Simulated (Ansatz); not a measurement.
# Cl-GaAs-Cl chair monolayer in a perpendicular field, part 2 of 2

What dipole does a perpendicular field induce in the Cl-GaAs-Cl chair monolayer, and does the gap follow? A positive field points along +c.

Ansatz 0.2.0; plane-wave DFT, PBE-D3(BJ), Ansatz PAW (set soft_1); PAW set soft_1.

So far. Step 2 (Relaxing the slab): The lattice constant a goes from 3.977 to 4.117 Å.

**3. Atoms held, field 0**

A sawtooth potential applies the field, turning back in the middle of the vacuum. With the dipole correction the typed value is the field outside the slab. The induced dipole is small, so the SCF threshold is tight.

The cell differs from the one that the last finished run ended in (c 41.553 → 23.081 Å).

input.yaml reads:

```yaml
crystal:
  lattice:
    - [4.1174140024, 0.0, 0.0]
    - [-2.0587070012, 3.565785124, 0.0]
    - [0.0, 0.0, 23.0805960974]
  atoms:
    - { symbol: Cl, position: [0.6666666667, 0.3333333333, 0.3899379358] }
    - { symbol: As, position: [0.6666666667, 0.3333333333, 0.4847535437] }
    - { symbol: Ga, position: [0.3333333333, 0.6666666667, 0.516621775] }
    - { symbol: Cl, position: [0.3333333333, 0.6666666667, 0.6100620642] }
kpoints:
  mp_grid: { grid: [12, 12, 1] }
  band_path:
    path: [[0, 0, 0], [0.5, 0, 0], [0.33333333, 0.33333333, 0], [0, 0, 0]]
    npoints: 16
hamiltonian:
  xc: pbe
  dispersion: d3bj
  pseudopotentials: { kind: paw, azcp: { folder: soft_1 } }
scf:
  occupations: { method: fermi_dirac, width: 0.02585 }
  convergence: { dr2_threshold: 1.0e-10 }
efield:
  axis: 3
  dipole_correction: true
  ramp_position: 0.97
  ramp_width: 0.06
  amplitude: 0
output:
  dos: { projected: true, e_range: [-6, 5] }
  write_potential: true
  write_density: true
  volumetric_format: npy
  elf: true
```

Command:

```sh
$ ansatz run input.yaml --threads 2 --pin off --max-ram 3072MiB --backend cpu --events-out ev --progress --plain --runs-dir out
```

Log:

```text
[...]
Crystal: 4 atoms, lattice volume = 338.865 Å³
Basis set: ecut = 420 eV, 6533 PW (Γ)
Bands: 26, of which v1, the nominal top of the filled ones, is band 21 counted from 1 (20 counted from 0)
Symmetry: 6 space group operations
[...]
k-points: 19 of 144 (time reversal used)
[...]
SCF iter   1: F=—  HF=-10801.701955 eV  |F-HF|=—  |Δ(HF+E_count)|=         —  Δρ=2.02e-2  dr2=1.76e0  ethr=3.10e-3  p=-0.000 e·Å  D=-8.89e-7 V/Å  ΔV_dip=0.00 eV  dr2_dipole=3.81e-2  V_vac-E_F(+/−)=5.77/5.77 eV  ⟨swp⟩=8.5  Hψ=2839  notcnv=0
efield: sawtooth ramp at fractional position 0.9700 (set: `efield.ramp_position`, or a place that a band, a saddle search or an elastic batch's reference lends), width 0.0600; the density the first Hamiltonian is built on has a dipole p = -0.000 e·Å; the dipole correction subtracts the counter field D = -8.89e-7 V/Å, which shifts the + side's vacuum level by +0.00 eV against the − side's; the planar-averaged density in the ramp window peaks in size at 2.5e-6 e/Å³
[...]
SCF iter   2: F=—  HF=-10801.330321 eV  |F-HF|=—  |Δ(HF+E_count)|=   3.72e-1  Δρ=1.10e-2  dr2=3.73e-1  ethr=3.10e-3  p=-0.117 e·Å  D=-6.23e-2 V/Å  ΔV_dip=1.44 eV  dr2_dipole=2.55e-2  V_vac-E_F(+/−)=7.21/5.77 eV  ⟨swp⟩=3.5  Hψ=994  notcnv=0  defer=18
[...]
SCF iter  14: F=-10801.285402 eV  HF=-10801.285402 eV  |F-HF|=3.64e-12  |Δ(HF+E_count)|=  5.46e-11  Δρ=7.55e-8  dr2=3.19e-11  ethr=1.00e-12  p=-0.076 e·Å  D=-4.08e-2 V/Å  ΔV_dip=0.94 eV  dr2_dipole=4.62e-12  V_vac-E_F(+/−)=6.50/5.56 eV  ⟨swp⟩=11.3  Hψ=1718  notcnv=0
SCF 1 converged in 14 iterations: F = -10801.285402 eV  dr2 = 3.19e-11
[...]
NSCF: frozen V_eff on 49 k-points
efield: sawtooth ramp at fractional position 0.9700 (kept from the solve that this one continues, or follows in the run), width 0.0600; the density the first Hamiltonian is built on has a dipole p = -0.076 e·Å; the dipole correction subtracts the counter field D = -4.08e-2 V/Å, which shifts the + side's vacuum level by +0.94 eV against the − side's; the planar-averaged density in the ramp window peaks in size at 2.6e-6 e/Å³
[...]
SCF converged after 14 iterations
Free energy (F): -10801.285402 eV
[...]
Internal energy: -10801.285402 eV  (E = F + TS)
E sigma→0 (E₀):  -10801.285402 eV
Fermi energy:    -2.869504 eV
Dipole field:    D = -0.040765 V/Å  (p = -0.076341 e·Å, saw-weighted, corrected)
Work function:   Φ+ = 6.5005 eV   Φ− = 5.5596 eV
Levels:          The Fermi level and band energies are counted from a zero that moves with the ramp; work functions are not
[...]
--- Band table (eV; the first three rows and the last of 19) ---
  k-point 0: bands = [... 17 lower, -4.7791, -4.7791, -3.3509, -3.3509, -2.4103, -1.2840, 1.3083, 1.3083, ... 1 higher]
  k-point 1: bands = [... 17 lower, -4.8765, -4.8047, -3.8803, -3.4235, -1.7624, -1.2299, 1.2066, 1.5295, ... 1 higher]
  k-point 2: bands = [... 17 lower, -5.1080, -4.8733, -4.4559, -3.5924, -1.1101, -1.0219, 1.2762, 2.1175, ... 1 higher]
  k-point 18: bands = [... 17 lower, -5.7385, -5.3538, -5.2054, -4.7147, -0.4329, 1.3493, 2.5892, 2.7290, ... 1 higher]
```

Wall time 20 s (2 threads of Arm Neoverse V1, shared host); peak memory 0.62 GiB.

Numbers from this step:

| Quantity | Value |
| --- | --- |
| dipole along the normal | -0.07634 e·Å |
| gap along the path | 0.9406 eV |
| smallest direct gap along the path | 0.9406 eV |
| step between the vacuum levels | 0.9409 eV |
| ionisation energy, upper face | 6.982 eV |
| electron affinity, upper face | 6.041 eV |
| ionisation energy, lower face | 6.041 eV |
| gap, the smaller of path and mesh | 0.9406 eV |

Running mean over a fixed 2.7 Å (it still follows the layers) of the planar mean; the ramp of the sawtooth is left out. Electron's electrostatic potential energy less the Fermi level against z:

| z (Å) | electron's electrostatic potential energy less the Fermi level (eV) |
| --- | --- |
| 4 | 5.56 |
| 5 | 5.56 |
| 6 | 5.55 |
| 7 | 5.21 |
| 8 | 2.94 |
| 9 | 1.46 |
| 10 | -0.545 |
| 11 | -0.758 |
| 12 | -0.589 |
| 13 | 0.348 |
| 14 | 2.00 |
| 15 | 3.59 |
| 16 | 6.03 |
| 17 | 6.49 |
| 18 | 6.50 |
| 19 | 6.50 |
| 20 | 6.50 |

The density of states has structure finer than the step of the table below, so its rows give means over 0.2 eV. Peaks (eV: height): -5.92: 6.72, -4.81: 9.57, -3.74: 11.4, -2.77: 8.90, -2.47: 16.4, -2.33: 14.2, -2.28: 10.8.

The density of states by energy, zero at the Fermi level of the run, which the smearing sets inside the gap; means over each step:

| energy (eV) | density of states (states/eV a cell) |
| --- | --- |
| -5.8 | 0.168 |
| -5.6 | 0 |
| -5.4 | 0 |
| -5.2 | 0 |
| -5.0 | 0.566 |
| -4.8 | 5.24 |
| -4.6 | 1.28 |
| -4.4 | 1.41 |
| -4.2 | 1.71 |
| -4.0 | 2.82 |
| -3.8 | 5.55 |
| -3.6 | 5.47 |
| -3.4 | 3.34 |
| -3.2 | 2.09 |
| -3.0 | 0.846 |
| -2.8 | 4.16 |
| -2.6 | 3.44 |
| -2.4 | 8.94 |
| -2.2 | 7.16 |
| -2.0 | 3.87 |
| -1.8 | 1.62 |
| -1.6 | 2.02 |
| -1.4 | 2.09 |
| -1.2 | 2.93 |
| -1.0 | 1.67 |
| -0.8 | 1.09 |
| -0.6 | 0.776 |
| -0.4 | 0.0253 |
| -0.2 | 0 |
| 0.0 | 0 |
| 0.2 | 0 |
| 0.4 | 0.00102 |
| 0.6 | 0.0279 |
| 0.8 | 0.0678 |
| 1.0 | 0.107 |
| 1.2 | 0.152 |
| 1.4 | 0.192 |
| 1.6 | 0.806 |
| 1.8 | 2.96 |
| 2.0 | 3.45 |
| 2.2 | 3.59 |

Projected DOS per atom over height of the atomic layer and energy from the Fermi level. Layers: Cl As Ga Cl from below.

Ten even steps from '0' (0.00 states/eV) to '9' (4.61 states/eV), each cell a mean:
```
1410
1220
0000
0000
0000
0000
0000
0000
0100
1101
0002
1004
4019
3003
2000
4211
3112
1100
2100
1000
0000
0000
```
Columns: height of the atomic layer (Å) from 9 to 14.1 (not evenly spaced); rows upwards: energy from the Fermi level (eV) from -5.96 to 2.41.

The electronic bands at the labelled points (eV, zero at the Fermi level of the run, which the smearing sets inside the gap):

| point | band 18 | band 19 | band 20 | band 21 | band 22 | band 23 | band 24 | band 25 |
| --- | --- | --- | --- | --- | --- | --- | --- | --- |
| Γ | -1.91 | -1.91 | -0.48 | -0.48 | 0.46 | 1.59 | 4.18 | 4.18 |
| halfway | -2.48 | -2.09 | -1.98 | -0.90 | 1.88 | 2.06 | 4.73 | 5.66 |
| M | -2.79 | -2.48 | -2.26 | -1.17 | 1.61 | 2.37 | 4.41 | 6.91 |
| halfway | -2.81 | -2.46 | -2.35 | -1.57 | 2.34 | 3.07 | 4.56 | 6.02 |
| K | -2.87 | -2.48 | -2.34 | -1.85 | 2.44 | 4.22 | 5.46 | 5.60 |
| halfway | -2.46 | -2.39 | -1.96 | -1.21 | 2.04 | 2.92 | 4.17 | 5.33 |
| Γ | -1.91 | -1.91 | -0.48 | -0.48 | 0.46 | 1.59 | 4.18 | 4.18 |

ELF in the ca plane at fractional y = 0.333, with atoms of Cl and As within 0.2 Å of it. It is the smooth field of the valence electrons, not physical close to the nuclei.

Ten even steps from '0' (0.00) to '9' (0.89), each cell a mean:
```
00000000000258998523688741013443100000000000
00000000000269999854667751000110000000000000
00000000000379867875323651000000000000000000
00000000001378734875112552000000000000000000
00000000000379977875324651000000000000000000
00000000000269999744677751001110000000000000
00000000000147898523688741024553100000000000
00000000000013443101455421147876310000000000
00000000000000000000233221257887420000000000
00000000000000000000233321257887420000000000
00000000000024564201466531146776310000000000
```
Columns run along c (16.0 Å, from fractional 0.15 to 0.85 of the cell), rows up along a (4.1 Å). Atoms in or near the plane, at fractional coordinates: Cl at (0.39, 0.67), As at (0.48, 0.67).

Valence density in the ca plane at fractional y = 0.333, with atoms of Cl and As within 0.2 Å of it. It is the smooth field of the valence electrons, not physical close to the nuclei.

Ten steps, logarithmic in the rise over the least value, from '0' (0 e/Å³) to '9' (35 e/Å³), each cell a mean:
```
00000000000000111100111100000000000000000000
00000000000001233211233100000000000000000000
00000000000012333322686310000000000000000000
00000000000012323323798310000000000000000000
00000000000002333322576210000000000000000000
00000000000001232111232100000000000000000000
00000000000000111000111100000000000000000000
00000000000000000000001000000000000000000000
00000000000000000000000000000100000000000000
00000000000000000000000000000100000000000000
00000000000000000000001000000000000000000000
```
Columns run along c (16.0 Å, from fractional 0.15 to 0.85 of the cell), rows up along a (4.1 Å). Atoms in or near the plane, at fractional coordinates: Cl at (0.39, 0.67), As at (0.48, 0.67).

Electrostatic potential energy in the ca plane at fractional y = 0.333, with atoms of Cl and As within 0.2 Å of it. With pseudopotentials it is smooth inside the atoms' cores, unlike the true potential.

Ten even steps from '0' (-23 eV) to '9' (4 eV), each cell a mean:
```
99999999999999878887655778999999999999999999
99999999999986201573111378999999999999999999
99999999999982000140596158899999999999999999
99999999999971000030898147899999999999999999
99999999999983000151485158899999999999999999
99999999999997423674111478999999999999999999
99999999999999888887656778999999999999999999
99999999999999999998877778899999999999999999
99999999999999999998877678898899999999999999
99999999999999999998877778899899999999999999
99999999999999999988877778899999999999999999
```
Columns run along c (16.0 Å, from fractional 0.15 to 0.85 of the cell; values clipped at the 3rd and 97th percentile), rows up along a (4.1 Å). Atoms in or near the plane, at fractional coordinates: Cl at (0.39, 0.67), As at (0.48, 0.67).

The gap is 0.94 eV, with the valence edge 6.98 eV and the conduction edge 6.04 eV under the upper vacuum level.

**4. Atoms held, field 0.1 V/Å**

input.yaml: that of step 3 with these lines changed.

```diff
@@ -25,7 +25,6 @@
   dipole_correction: true
-  ramp_position: 0.97
-  ramp_width: 0.06
-  amplitude: 0
+  ramp_position: 0.9445
+  ramp_width: 0.1109
+  amplitude: 0.1
 output:
-  dos: { projected: true, e_range: [-6, 5] }
   write_potential: true
@@ -33,2 +32 @@
   volumetric_format: npy
-  elf: true
```

Log:

```text
[...]
Crystal: 4 atoms, lattice volume = 338.865 Å³
Basis set: ecut = 420 eV, 6533 PW (Γ)
Bands: 26, of which v1, the nominal top of the filled ones, is band 21 counted from 1 (20 counted from 0)
Symmetry: 6 space group operations
[...]
k-points: 19 of 144 (time reversal used)
[...]
k-point 0: bands = [... 17 lower, -4.7496, -4.7496, -3.3563, -3.3563, -2.4127, -1.2949, 1.3090, 1.3090, ... 1 higher]
  k-point 1: bands = [... 17 lower, -4.8518, -4.7764, -3.8816, -3.4281, -1.7664, -1.2408, 1.2069, 1.5300, ... 1 higher]
  k-point 2: bands = [... 17 lower, -5.0955, -4.8485, -4.4484, -3.5950, -1.1209, -1.0263, 1.2752, 2.1180, ... 1 higher]
  k-point 18: bands = [... 17 lower, -5.7455, -5.3620, -5.1711, -4.7001, -0.4494, 1.3528, 2.5887, 2.7250, ... 1 higher]
[key lines of the parts left out:]
SCF converged after 14 iterations
Free energy (F): -10801.280107 eV
Fermi energy:    -2.873305 eV
Dipole field:    D = -0.015780 V/Å  (p = -0.029551 e·Å, saw-weighted, corrected)
```

Run time: 20 s. Hardware: 2 threads; peak memory 0.57 GiB; 39 s of CPU time.

The dipole is -0.0296 e·Å, 0.0468 e·Å from its value without field, and the gap 0.944 eV.

**5. Atoms held, field -0.1 V/Å**

input.yaml: that of step 4 with these lines changed.

```diff
@@ -27,3 +27,3 @@
   ramp_width: 0.1109
-  amplitude: 0.1
+  amplitude: -0.1
 output:
```

Log:

```text
[...]
Crystal: 4 atoms, lattice volume = 338.865 Å³
Basis set: ecut = 420 eV, 6533 PW (Γ)
Bands: 26, of which v1, the nominal top of the filled ones, is band 21 counted from 1 (20 counted from 0)
Symmetry: 6 space group operations
[...]
k-points: 19 of 144 (time reversal used)
[...]
k-point 0: bands = [... 17 lower, -4.8092, -4.8092, -3.3455, -3.3455, -2.4083, -1.2743, 1.3073, 1.3073, ... 1 higher]
  k-point 1: bands = [... 17 lower, -4.9021, -4.8336, -3.8785, -3.4188, -1.7589, -1.2200, 1.2059, 1.5286, ... 1 higher]
  k-point 2: bands = [... 17 lower, -5.1224, -4.8988, -4.4618, -3.5895, -1.1006, -1.0177, 1.2765, 2.1167, ... 1 higher]
  k-point 18: bands = [... 17 lower, -5.7331, -5.3445, -5.2403, -4.7280, -0.4168, 1.3451, 2.5888, 2.7326, ... 1 higher]
[key lines of the parts left out:]
SCF converged after 14 iterations
Free energy (F): -10801.295376 eV
Fermi energy:    -2.865842 eV
Dipole field:    D = -0.065740 V/Å  (p = -0.123111 e·Å, saw-weighted, corrected)
```

Wall time 21 s (2 threads); peak memory 0.57 GiB.

The dipole is -0.123 e·Å, -0.0468 e·Å from its value without field, and the gap 0.937 eV.

**6. Response, atoms held**

This step: plane-wave DFT, PBE-D3(BJ), Ansatz PAW (set soft_1); response to a field along the normal, atoms held; PAW set soft_1 (Ansatz 0.2.0).

The dipoles give the slope, and the difference of two potentials shows where the field is screened.

Numbers from this step:

```
equivalent conductor thickness p/(ε₀AE) : 5.766 Å
distance between the outer atoms        : 5.081 Å
```

The dipole of the cell by applied field:

| applied field (V/Å) | dipole of the cell (e·Å) |
| --- | --- |
| -0.1000 | -0.123 |
| 0.0000 | -0.0763 |
| 0.1000 | -0.0296 |

Local field over the applied field, running mean. From the potentials at -0.1 and 0.1 V/Å; running mean over 2.5 Å. The local field over applied field by z:

| z (Å) | local field over applied field |
| --- | --- |
| 4.5 | 1.000 |
| 5.0 | 0.999 |
| 5.5 | 0.998 |
| 6.0 | 0.991 |
| 6.5 | 0.968 |
| 7.0 | 0.902 |
| 7.5 | 0.772 |
| 8.0 | 0.612 |
| 8.5 | 0.456 |
| 9.0 | 0.320 |
| 9.5 | 0.231 |
| 10.0 | 0.181 |
| 10.5 | 0.143 |
| 11.0 | 0.130 |
| 11.5 | 0.144 |
| 12.0 | 0.144 |
| 12.5 | 0.156 |
| 13.0 | 0.193 |
| 13.5 | 0.232 |
| 14.0 | 0.301 |
| 14.5 | 0.428 |
| 15.0 | 0.588 |
| 15.5 | 0.749 |
| 16.0 | 0.886 |
| 16.5 | 0.960 |
| 17.0 | 0.988 |
| 17.5 | 0.997 |
| 18.0 | 0.999 |
| 18.5 | 1.000 |
| 19.0 | 1.000 |

The induced electron density oscillates, so the rows of the table below give means over 0.5 Å (shorter at the two ends). Its distinct maxima (Å: e/Å³ per V/Å): 8.22: 0.00410, 10.96: 0.00245, 12.98: 0.00140. Distinct minima: 10.10: -7.9e-4, 12.12: -0.00261, 14.86: -0.00387.

Electrons, planar mean, per unit field. Induced electron density against z; means over each step:

| z (Å) | induced electron density (e/Å³ per V/Å) |
| --- | --- |
| 4.5 | 5.0e-7 |
| 5.0 | 2.1e-6 |
| 5.5 | 8.6e-6 |
| 6.0 | 3.5e-5 |
| 6.5 | 1.3e-4 |
| 7.0 | 4.7e-4 |
| 7.5 | 0.00146 |
| 8.0 | 0.00331 |
| 8.5 | 0.00328 |
| 9.0 | 2.3e-4 |
| 9.5 | 1.2e-4 |
| 10.0 | -5.9e-4 |
| 10.5 | 4.9e-4 |
| 11.0 | 0.00203 |
| 11.5 | -1.9e-4 |
| 12.0 | -0.00228 |
| 12.5 | -5.4e-4 |
| 13.0 | 0.00119 |
| 13.5 | 1.1e-4 |
| 14.0 | -5.3e-4 |
| 14.5 | -0.00277 |
| 15.0 | -0.00342 |
| 15.5 | -0.00172 |
| 16.0 | -5.8e-4 |
| 16.5 | -1.7e-4 |
| 17.0 | -4.6e-5 |
| 17.5 | -1.2e-5 |
| 18.0 | -2.8e-6 |
| 18.5 | -6.8e-7 |
| 19.0 | -2.0e-7 |

The smaller of the gaps on the path and on the k-mesh, counted as 0 under 0.03 eV. The gap by applied field:

| applied field (V/Å) | gap (eV) |
| --- | --- |
| -0.1000 | 0.937 |
| 0.0000 | 0.941 |
| 0.1000 | 0.944 |

By hand: between -0.1 and 0.1 V/Å the dipole changes by 0.09356 e·Å, a slope of 0.4678 e·Å²/V. A perfect conductor of thickness t has p = ε₀AEt, so t = 180.95 × 0.4678 / 14.682 = 5.77 Å (e/ε₀ = 180.95 V·Å, A in Å²).

The induced dipole is that of a conductor 5.77 Å thick.

**7. Results**

```yaml
gap_without_field: 0.941 eV
ionisation_energy_upper_face: 6.98 eV
electron_affinity_upper_face: 6.04 eV
step_between_the_vacuum_levels: 0.941 eV
equivalent_conductor_thickness_atoms_held: 5.77 Å
```

What this shows: The induced dipole equals that of a perfect conductor 5.77 Å thick, while the outer atoms lie 5.08 Å apart; an out-of-plane ε follows only once a thickness t is chosen, by 1 − 1/ε = 5.77 Å / t. The two faces differ: the vacuum level above lies 0.94 eV higher than the one below. The gap stays within 0.01 eV of 0.94 eV over the fields run, up to 0.1 V/Å in size. Semilocal functionals give gaps that are too small, and excitons are not included. Spin-orbit coupling is left out.

[Long decimals in the printed logs are rounded to 6 places.]

[Logs are printed without paths, hosts, clocks, repeated set-up lines and the standing remarks that a program may print on its own settings, such as how far it seeks lower states.]

[Hosts, paths, dates, database ids (printed as entryN), source tags and the programs' standing remarks are cut or masked in the printed files.]

[Maps of the electrostatic potential energy from Ansatz leave out the sawtooth potential of an applied field or a dipole correction, so their vacuum need not be flat; planar profiles and work functions include it.]

[The density of states shown here was stored with 400 of the rows of the run's finer table, so its peaks can read low, often by over a quarter, or be missed, and its means over a window can be off by a tenth or more.]
